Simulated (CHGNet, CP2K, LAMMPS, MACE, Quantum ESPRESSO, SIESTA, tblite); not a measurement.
# Bulk modulus two ways: amorphous Ge (61 atoms), QE, PBE

The cell holds 61 atoms (61 Ge). Recipe: 61 atoms (61 Ge) placed at random at 5.23 g/cm³, melted at 3500 K for 10 ps at fixed volume with the Tersoff potential (Tersoff, Phys. Rev. B 39, 5566 (1989)). Quenched from 3500 K to 300 K at 6 K/ps and fixed volume, annealed at 1300 K for 20 ps, held 5 ps. Then the atoms were relaxed with MACE MP-0b3 medium in the fixed cell.

Calculated with Quantum ESPRESSO 7.5: PBE; plane waves, SSSP efficiency, 45/360 Ry; k-points Γ. The cell is scaled evenly by ±3 % in volume, and MACE MP-0b3 medium relaxes the atoms at each volume before the single point.

```
volume (Å³/atom)  energy less the middle row's (meV/atom)  pressure (GPa)
          22.386                                   20.129           5.521
          23.078                                    0.000           3.661
          23.770                                  -14.278           1.941
```

Task: Find the bulk modulus at the middle volume from the pressures and from the energies, and check the printed pressure against the slope of the energy (1 meV/Å³ = 0.16022 GPa).

**Working.**

The step is h = 0.6923 Å³. From pressures: B = −V dP/dV = 23.078 × (5.521 − (1.941)) / (2 × 0.6923) = 59.7 GPa.

From energies: B = V d²E/dV² = 23.078 × (20.129 + (-14.278)) / 0.6923² = 281.7 meV/Å³ = 45.1 GPa.

Slope: P = −dE/dV = −(-14.278 − (20.129)) / (2 × 0.6923) = 24.8 meV/Å³ = 3.98 GPa, against 3.66 GPa printed.

The modulus from energies lies 24 % under that from pressures.

A central difference over ±3 % overstates P by about B(1 + B′)(0.03)²/6, some 0.04 GPa for B′ = 4, which is small against the gap found. The atoms follow MACE MP-0b3 medium, so this level's forces do work along the path, which enters the energies but not the printed pressures. A stress printed at a finite cutoff holds the number of plane waves fixed and tends to come out low, which is the sign found here.

Limits: three points, a static cell at zero temperature, the cell shape held; the modulus is that at 3.7 GPa, not at zero pressure.

[Logs are printed without paths, hosts, clocks, repeated set-up lines and the standing remarks that a program may print on its own settings, such as how far it seeks lower states.]

[Hosts, paths, dates, database ids (printed as entryN), source tags and the programs' standing remarks are cut or masked in the printed files.]
